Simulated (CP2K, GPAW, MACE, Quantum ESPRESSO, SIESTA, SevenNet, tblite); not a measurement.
# SIESTA on twisted graphene bilayer, 46.83° (76 atoms): settings against a plane-wave reference

How do the settings of SIESTA change the result for twisted graphene bilayer, 46.83° (76 atoms)? A plane-wave run serves as the yardstick.

Main program and level: SIESTA 5.4.2; the method is named at each step.

## (1) Starting point

The cell holds 76 atoms: 76 C. Its edges and angles: a = 10.723 Å, b = 10.723 Å, c = 17.430 Å, α = 90.0°, β = 90.0°, γ = 120.0°. It derives from C (graphene). Graphene (a = 2.46 Å) under graphene (a = 2.46 Å), bilayer, commensurate cell of 19 unit cells a layer, twist 46.83 deg; facing planes 3.43 Å apart as built; 14 Å of vacuum; minimised with a classical potential. Then every atom was moved at random, 0.02 Å r.m.s. a Cartesian component. Regions: layer 1, 38 atoms (38 C); layer 2, 38 atoms (38 C). Vacuum lies along c.

The yardstick, on the same geometry:

- method: Kohn-Sham DFT, PBE, SSSP efficiency 1.3.0 pseudopotentials, plane waves (Quantum ESPRESSO 7.5); sssp-pbe-1.3.0-efficiency, cutoffs 45/360 Ry, Γ point
- r.m.s. force component: 1.21 eV/Å
- longest force: 4.887 eV/Å
- time: 2.1 min on 4 MPI ranks of Arm Neoverse V1, shared host
- CPU time: 8.3 min

## (2) PBE, DZP, shift 0.01 Ry, mesh 300 Ry

Method: Kohn-Sham DFT, PBE, PseudoDojo 0.4.1 norm-conserving pseudopotentials (converted to PSML), numerical atomic orbitals (DZP), diagonalisation.

The .psml files are PseudoDojo norm-conserving potentials that we converted to this format, checked against plane waves on the same files for H, C, O, Si, Ge and Ca alone.

The input, input.fdf:

```
SystemLabel cell
NumberOfAtoms 76
NumberOfSpecies 1
%block ChemicalSpeciesLabel
  1 6 C
%endblock ChemicalSpeciesLabel
LatticeConstant 1.0 Ang
%block LatticeVectors
  10.72290 0.00000 0.00000
  -5.36145 9.28630 0.00000
  0.00000 0.00000 17.43000
%endblock LatticeVectors
PAO.BasisSize DZP
PAO.EnergyShift 0.01 Ry
XC.Functional GGA
XC.Authors PBE
MeshCutoff 300 Ry
%block kgrid_Monkhorst_Pack
  1 0 0 0.0
  0 1 0 0.0
  0 0 1 0.0
%endblock kgrid_Monkhorst_Pack
SolutionMethod diagon
OccupationFunction FD
ElectronicTemperature 580 K
SCF.Mixer.Method Pulay
SCF.Mixer.Weight 0.05
SCF.Mixer.History 8
SCF.Mix Hamiltonian
MaxSCFIterations 300
SCF.DM.Tolerance 1e-04
SCF.H.Tolerance 1.0e-3 eV
WriteForces T
Write.HirshfeldPop T
Write.VoronoiPop T
Write.DM F
Write.H F
XML.Write F
AtomicCoordinatesFormat Fractional
%block AtomicCoordinatesAndAtomicSpecies
  0.17572 0.77312 0.40172 1
  0.19245 0.65070 0.40308 1
  0.28043 0.03334 0.40249 1
  0.29546 0.91149 0.40378 1
  0.12758 0.14176 0.40315 1
  0.14043 0.02129 0.40125 1
  0.22635 0.40370 0.40336 1
  0.24953 0.28184 0.40171 1
  0.33667 0.66612 0.40195 1
  0.35439 0.54742 0.40259 1
  0.44183 0.93149 0.40173 1
  0.45344 0.80553 0.40322 1
  0.38653 0.29702 0.40180 1
  0.40542 0.17392 0.40196 1
  0.48984 0.56053 0.40186 1
  0.50773 0.43923 0.40159 1
  0.59582 0.82480 0.40105 1
  0.61325 0.70050 0.40247 1
  0.70263 0.08715 0.40250 1
  0.71938 0.96722 0.40412 1
  0.54295 0.19244 0.40400 1
  0.56178 0.06913 0.40229 1
  0.64824 0.45308 0.40282 1
  0.66443 0.33688 0.40165 1
  0.75547 0.71680 0.40106 1
  0.77141 0.59497 0.40435 1
  0.85903 0.98248 0.40211 1
  0.87556 0.86143 0.40353 1
  0.80758 0.35315 0.40290 1
  0.82273 0.22907 0.40152 1
  0.91079 0.61157 0.40283 1
  0.92539 0.48920 0.40322 1
  0.01464 0.87632 0.40373 1
  0.03238 0.75346 0.40292 1
  0.96512 0.24121 0.40396 1
  0.98503 0.12793 0.40368 1
  0.07109 0.51131 0.40330 1
  0.09013 0.38513 0.40497 1
  0.75550 0.03683 0.59951 1
  0.77379 0.17521 0.59744 1
  0.80799 0.45604 0.59579 1
  0.82504 0.59780 0.59509 1
  0.64714 0.19287 0.59738 1
  0.66528 0.33443 0.59647 1
  0.48959 0.92787 0.59830 1
  0.51012 0.07080 0.59583 1
  0.69888 0.61189 0.59645 1
  0.72300 0.75511 0.59667 1
  0.54292 0.34839 0.59745 1
  0.56334 0.49270 0.59612 1
  0.38679 0.08977 0.59660 1
  0.40132 0.22669 0.59655 1
  0.59477 0.77132 0.59722 1
  0.61725 0.91689 0.59983 1
  0.43830 0.50935 0.59700 1
  0.45481 0.64811 0.59882 1
[... 16 atom lines left out ...]
  0.91542 0.29908 0.59645 1
  0.92938 0.44169 0.59781 1
  0.96392 0.71856 0.59782 1
  0.98309 0.85878 0.59628 1
%endblock AtomicCoordinatesAndAtomicSpecies
```

The run is started by

```sh
OMP_NUM_THREADS=1 mpirun -np 2 siesta < input.fdf > output.txt
```

The program printed:

```text
Version         : 5.4.2
reinit: System Name:
reinit: System Label: cell
initatom: Reading input for the pseudopotentials and atomic orbitals ----------
Species number:   1 Atomic number:    6 Label: C
Ground state valence configuration (from tables):   2s02  2p02  3d00  4f00
---- Processing specs for species: C
GGA--PBE XC_GGA_X_PBE--XC_GGA_C_PBE pb
C pseudopotential only contains V_ls up to l=1 -- lmxkb reset.
Using PAO.SplitTailNorm
%block ChemicalSpeciesLabel
    1    6 C                       # Species index, atomic number, species label
%endblock ChemicalSpeciesLabel
%block PAO.Basis                 # Define Basis set
C                     2                    # Species label, number of l-shells
 n=2   0   2                         # n, l, Nzeta
   4.484      3.048
   1.000      1.000
 n=2   1   2 P   1                   # n, l, Nzeta, Polarization, NzetaPol
   5.436      3.692
   1.000      1.000
%endblock PAO.Basis
coor:   Atomic-coordinates input format  =     Fractional
siesta: System type = slab
initatomlists: Number of atoms, orbitals, and projectors:     76   988   608
siesta: ******************** Simulation parameters ****************************
Total number of electrons:   304.000000
Total ionic charge:   304.000000
 Kpoints in:            1 . Kpoints trimmed:            1
siesta: k-grid: Number of k-points = 1
siesta: k-points from Monkhorst-Pack grid
siesta: k-cutoff (effective) =     5.361 Ang
siesta: k-point supercell and displacements
siesta: k-grid:     1     0     0      0.000
siesta: k-grid:     0     1     0      0.000
siesta: k-grid:     0     0     1      0.000
                     ====================================
                        Single-point calculation
                     ====================================
outcell: Unit cell vectors (Ang):
       10.722900    0.000000    0.000000
       -5.361450    9.286300    0.000000
        0.000000    0.000000   17.430000
outcell: Cell vector modules (Ang)   :   10.722900   10.722897   17.430000
outcell: Cell angles (23,13,12) (deg):     90.0000     90.0000    120.0000
outcell: Cell volume (Ang**3)        :   1735.6108
Gamma-point calculation with multiply-connected orbital pairs
Gamma-point calculation with multiply-connected orbital pairs
Folding of H and S implicitly performed
Folding of H and S implicitly performed
new_DM -- step:     1
Initializing Density Matrix...
Attempting to read DM from file... Failed...
DM filled with atomic data:
InitMesh: MESH = 100 x 100 x 192 = 1920000
InitMesh: Mesh cutoff (required, used) =   300.000   320.491 Ry
stepf: Fermi-Dirac step function
        iscf     Eharris(eV)        E_KS(eV)     FreeEng(eV)     dDmax    Ef(eV) dHmax(eV)
   scf:    1   -12380.875862   -12431.635436   -12431.635436  1.857081 -5.594898  3.550254
   scf:    2   -12432.900517   -12432.271604   -12432.271604  0.005890 -5.465586  3.258770
   scf:    3   -12439.242142   -12436.358329   -12436.358329  0.083415 -4.592984  0.650454
   scf:    4   -12436.425730   -12436.415331   -12436.415331  0.007101 -4.692829  0.264266
   scf:    5   -12436.490993   -12436.457774   -12436.457774  0.007737 -4.557707  0.159989
   scf:    6   -12436.464111   -12436.461939   -12436.461939  0.000905 -4.571430  0.063418
   scf:    7   -12436.461322   -12436.461914   -12436.461914  0.001697 -4.567481  0.077003
   scf:    8   -12436.463208   -12436.462621   -12436.462621  0.000983 -4.588207  0.043877
   scf:    9   -12436.462650   -12436.462658   -12436.462658  0.000430 -4.602526  0.026033
   scf:   10   -12436.462857   -12436.462793   -12436.462793  0.000794 -4.619398  0.005607
   scf:   11   -12436.462806   -12436.462803   -12436.462803  0.000239 -4.615069  0.003952
   scf:   12   -12436.462811   -12436.462808   -12436.462808  0.000095 -4.616869  0.000620
SCF Convergence by DM+H criterion
max |DM_out - DM_in|         :     0.0000954990
max |H_out - H_in|      (eV) :     0.0006203958
SCF cycle converged after 12 iterations
Using DM_out to compute the final energy and forces
siesta: E_KS(eV) =           -12436.4628
siesta: E_KS - E_eggbox =    -12436.4628
siesta: Atomic forces (eV/Ang):
     1   -1.181066   -0.756014    0.287051
     2    1.590876   -0.476628   -0.265897
     3   -1.088381    1.164743   -0.135339
     4    2.416579    0.611122   -0.456786
     5   -2.799863    1.508908   -0.226737
     6    1.762940   -3.246913    0.371784
     7    3.212096    0.730519   -0.117398
     8   -1.620179    0.185002    0.199908
     9   -3.336629    0.601804    0.239715
    10   -1.268006   -2.869834   -0.066492
    11   -2.534621   -1.427604    0.374026
    12    1.908838    1.396473   -0.496234
[...]
72   -2.706903   -0.857819   -0.039840
    73   -1.376385    0.282401    0.478580
    74    2.618384   -1.048791   -0.271926
    75    1.280242    0.607847   -0.308035
    76   -0.949248    0.978865    0.820420
----------------------------------------
   Tot    0.004543   -0.006642   -0.000259
----------------------------------------
   Max    4.777284
   Res    1.349517    sqrt( Sum f_i^2 / 3N )
----------------------------------------
   Max    4.777284    constrained
Stress tensor Voigt[x,y,z,yz,xz,xy] (kbar):      -61.38      -65.50       -4.65        0.01       -0.23        2.90
(Free)E + p*V (eV/cell)   -12388.9686
Target enthalpy (eV/cell)   -12436.4628
siesta: Program's energy decomposition (eV):
siesta: Ebs     =     -4073.155684
siesta: Eions   =     21444.290573
siesta: Ena     =      5638.602588
siesta: Ekin    =      8529.718708
siesta: Enl     =      -434.075445
siesta: DEna    =      -309.325979
siesta: DUscf   =        21.985802
siesta: Ex      =     -4050.890655
siesta: Ec      =      -388.187254
siesta: Exc     =     -4439.077909
siesta: Eharris =    -12436.462811
siesta: Etot    =    -12436.462808
siesta: FreeEng =    -12436.462808
siesta: Final energy (eV):
siesta:  Band Struct. =   -4073.155684
siesta:       Kinetic =    8529.718708
siesta:       Hartree =   54284.879687
siesta:         Exch. =   -4050.890655
siesta:         Corr. =    -388.187254
siesta:   Exch.-corr. =   -4439.077909
siesta:  Ion-electron = -116313.425260
siesta:       Ion-ion =   45501.441966
siesta:         Total =  -12436.462808
siesta:         Fermi =      -4.616869
siesta: Stress tensor (static) (eV/Ang**3):
siesta:    -0.038308    0.001809   -0.000143
siesta:     0.001809   -0.040881    0.000005
siesta:    -0.000143    0.000005   -0.002905
siesta: Cell volume =       1735.610835 Ang**3
siesta: Pressure (static):
siesta:                Solid            Molecule  Units
siesta:           0.00029804          0.00020729  Ry/Bohr**3
siesta:           0.02736453          0.01903262  eV/Ang**3
siesta:          43.84280951         30.49361226  kBar
    Orbital volume contribution        =          28.857373 eV
    (Free)E + p_basis*V_orbitals       =      -12407.605435 eV
    (Free)Eharris+ p_basis*V_orbitals  =      -12407.605438 eV
siesta: Electric dipole (a.u.)  =    0.000000    0.000000   -0.002084
siesta: Electric dipole (Debye) =    0.000000    0.000000   -0.005296
Hirshfeld Atomic Populations:
Atom #   charge [q] valence [e]  Species
     1    -0.001858    4.001858  C
     2     0.000055    3.999945  C
     3     0.000015    3.999985  C
     4    -0.001403    4.001403  C
     5    -0.001438    4.001438  C
     6    -0.001319    4.001319  C
     7     0.001111    3.998889  C
     8    -0.000286    4.000286  C
     9     0.000065    3.999935  C
    10     0.000226    3.999774  C
    11     0.002038    3.997962  C
    12    -0.002733    4.002733  C
[...]
--------------------
 Total    -0.000027
Voronoi Atomic Populations:
Atom #   charge [q] valence [e]  Species
[...]
72    -0.000314    4.000314  C
    73    -0.001830    4.001830  C
    74     0.001463    3.998537  C
    75    -0.000844    4.000844  C
    76     0.002218    3.997782  C
--------------------
 Total    -0.000027
```

Run time: 73 s. Hardware: 2 MPI ranks of Arm Neoverse V1, shared host; peak memory 1.1 GiB.

Banners, paths, timers and routine set-up lines are dropped from the logs unmarked, and long logs keep their key lines alone; longer cuts are marked.

Against the reference:

```yaml
r_m_s_force_component: 1.35 eV/Å
r_m_s_difference_of_force_components: 159.1 meV/Å
longest_difference_of_force_vectors: 716.6 meV/Å
force_difference_over_r_m_s_force: 13.14 %
slope_of_forces_against_the_reference_s: 1.113
correlation_of_force_components: 0.9982
```

Local excerpt of 10 atoms (numbers count through the whole input) about C58, picked at random; x, y, z are measured from there.

| atom | x | y | z | distance (Å) | bonds | Hirshfeld charge (e) | Fx | Fy | Fz (eV/Å) |
| --- | --- | --- | --- | --- | --- | --- | --- | --- | --- |
| C58 | 0.00 | 0.00 | 0.00 | 0.00 | 3 | 0.00 | 1.80 | 2.28 | 0.33 |
| C63 | -1.39 | 0.20 | 0.03 | 1.40 | 3 | 0.00 | -0.21 | -0.01 | 0.09 |
| C57 | 0.60 | -1.27 | 0.03 | 1.41 | 3 | 0.00 | -0.90 | 0.08 | -0.34 |
| C55 | 0.87 | 1.18 | 0.00 | 1.47 | 3 | 0.00 | -0.02 | -1.49 | 0.04 |
| C66 | -2.21 | -0.95 | 0.04 | 2.40 | 3 | 0.00 | -0.01 | -0.74 | -0.42 |
| C60 | -0.23 | -2.40 | 0.00 | 2.41 | 3 | 0.00 | -0.08 | -0.97 | 0.30 |
| C52 | 1.99 | -1.45 | 0.00 | 2.46 | 3 | 0.00 | 1.10 | 1.13 | 0.30 |
| C64 | -1.97 | 1.52 | 0.03 | 2.48 | 3 | 0.00 | 1.39 | -1.08 | -0.13 |
| C56 | 0.30 | 2.47 | 0.04 | 2.49 | 3 | 0.00 | -0.51 | 0.74 | -0.41 |
| C50 | 2.30 | 1.02 | -0.01 | 2.52 | 3 | 0.00 | -1.89 | -2.33 | 0.20 |

Forces lie 13 % from the reference's, at 0.29 times its CPU time (on 2 against 4 cores).

## (3) LDA, DZP, shift 0.01 Ry, mesh 300 Ry

Method: Kohn-Sham DFT, LDA, PseudoDojo 0.4.1 norm-conserving pseudopotentials (converted to PSML), numerical atomic orbitals (DZP), diagonalisation.

The pseudopotential files are exchanged too: the .psml files are now those for LDA.

input.fdf, as its differences from that of step 2:

```diff
@@ -14,4 +14,4 @@
 PAO.EnergyShift 0.01 Ry
-XC.Functional GGA
-XC.Authors PBE
+XC.Functional LDA
+XC.Authors PW92
 MeshCutoff 300 Ry
```

The program printed:

```text
Version         : 5.4.2
reinit: System Name:
reinit: System Label: cell
initatom: Reading input for the pseudopotentials and atomic orbitals ----------
Species number:   1 Atomic number:    6 Label: C
Ground state valence configuration (from tables):   2s02  2p02  3d00  4f00
---- Processing specs for species: C
LDA--PW92 XC_LDA_X--XC_LDA_C_PW pw
C pseudopotential only contains V_ls up to l=1 -- lmxkb reset.
Using PAO.SplitTailNorm
%block ChemicalSpeciesLabel
    1    6 C                       # Species index, atomic number, species label
[... lines left out ...]
stepf: Fermi-Dirac step function
        iscf     Eharris(eV)        E_KS(eV)     FreeEng(eV)     dDmax    Ef(eV) dHmax(eV)
[... lines left out ...]
SCF Convergence by DM+H criterion
[... lines left out ...]
SCF cycle converged after 13 iterations
[... lines left out ...]
   Max    4.749035
[... lines left out ...]
   Max    4.749035    constrained
Stress tensor Voigt[x,y,z,yz,xz,xy] (kbar):      -25.32      -29.47        2.53        0.01       -0.23        2.90
[... lines left out ...]
siesta: FreeEng =    -12451.807258
[... lines left out ...]
siesta:         Corr. =    -528.745163
siesta:   Exch.-corr. =   -4417.535876
siesta:  Ion-electron = -116378.499632
siesta:       Ion-ion =   45509.862754
siesta:         Total =  -12451.807258
siesta:         Fermi =      -4.686263
siesta: Stress tensor (static) (eV/Ang**3):
siesta:    -0.015804    0.001810   -0.000142
siesta:     0.001810   -0.018395    0.000006
siesta:    -0.000142    0.000006    0.001581
siesta: Cell volume =       1735.610835 Ang**3
siesta: Pressure (static):
siesta:                Solid            Molecule  Units
siesta:           0.00011842          0.00004447  Ry/Bohr**3
siesta:           0.01087256          0.00408282  eV/Ang**3
siesta:          17.41976584          6.54140564  kBar
    Orbital volume contribution        =          28.756020 eV
    (Free)E + p_basis*V_orbitals       =      -12423.051238 eV
    (Free)Eharris+ p_basis*V_orbitals  =      -12423.051238 eV
siesta: Electric dipole (a.u.)  =    0.000000    0.000000   -0.002135
siesta: Electric dipole (Debye) =    0.000000    0.000000   -0.005426
Hirshfeld Atomic Populations:
Atom #   charge [q] valence [e]  Species
     1    -0.001934    4.001934  C
     2     0.000176    3.999824  C
     3     0.000063    3.999937  C
[...]
--------------------
 Total    -0.000018
Voronoi Atomic Populations:
Atom #   charge [q] valence [e]  Species
[...]
75    -0.000776    4.000776  C
    76     0.002335    3.997665  C
--------------------
 Total    -0.000018
```

Run time: 67 s. Hardware: 2 MPI ranks; peak memory 1.1 GiB.

Numbers from this run, and their distance from the reference:

* r.m.s. force component: 1.342 eV/Å
* r.m.s. difference of force components: 158.8 meV/Å
* longest difference of force vectors: 691.4 meV/Å
* force difference over r.m.s. force: 13.13 %
* slope of forces against the reference's: 1.106
* correlation of force components: 0.9976

Against the first run (13 %), the force difference from the reference is 13 %, at 0.92 times the CPU time; the model has changed, so this is no error of the program alone.

## (4) All runs compared

Differences are against the plane-wave reference, forces as r.m.s. over components; share is that over the reference's r.m.s. force, slope the least-squares factor from reference forces to these. Total energies of different programs have different zeros and aren't compared.

| run | Δ force, r.m.s. (meV/Å) | share (%) | slope | cores | CPU time | memory (GiB) |
| --- | --- | --- | --- | --- | --- | --- |
| reference | - | - | - | 4 | 8.3 min | 3.5 |
| SIESTA PBE, DZP, shift 0.01 Ry, mesh 300 Ry | 159 | 13.1 | 1.113 | 2 | 2.4 min | 1.1 |
| SIESTA LDA, DZP, shift 0.01 Ry, mesh 300 Ry | 159 | 13.1 | 1.106 | 2 | 2.2 min | 1.1 |

CPU time is summed over cores on a shared host, where runs went side by side, so it is rough. Symmetry, cutoffs, thresholds, outputs and thread counts weren't matched or tuned between programs; memory under MPI is the largest rank's times the ranks.

## (5) What came out

```json
{
  "nearest in forces": "a tie at 13 % of 2 runs: SIESTA PBE, DZP, shift 0.01 Ry, mesh 300 Ry; SIESTA LDA, DZP, shift 0.01 Ry, mesh 300 Ry"
}
```

The PBE run in local orbitals differs by 13 % (SIESTA PBE, DZP, shift 0.01 Ry, mesh 300 Ry); basis, grid and potentials can all enter. Rows with another functional or a dispersion term differ by 13 % (SIESTA LDA, DZP, shift 0.01 Ry, mesh 300 Ry), which mixes the change of model with differences of basis and potentials. Of the electronic-structure runs that take under half the reference's CPU time, SIESTA LDA, DZP, shift 0.01 Ry, mesh 300 Ry is among the nearest, at 13 % in 2.2 min against 8.3 min. SIESTA PBE, DZP, shift 0.01 Ry, mesh 300 Ry stiffens the forces by a factor of 1.11 while following their directions (correlation 0.998); the slopes of the 2 SIESTA runs lie between 1.11 and 1.11. The reference's PBE has no dispersion term, which matters for the binding between molecules or layers. One k-point is far too coarse for the carbon or group-IV sheet, and it can put spurious forces of up to about 1 eV/Å on the sheet's atoms. The electronic-structure runs sample only Γ, in a cell whose shortest periodic width is 9 Å.

[Also dropped from logs without a mark: logging warnings of Python, and SIESTA's first energy breakdown and zero terms.]

[Logs are printed without paths, hosts, clocks, repeated set-up lines and the standing remarks that a program may print on its own settings, such as how far it seeks lower states.]

[Hosts, paths, dates, database ids (printed as entryN), source tags and the programs' standing remarks are cut or masked in the printed files.]
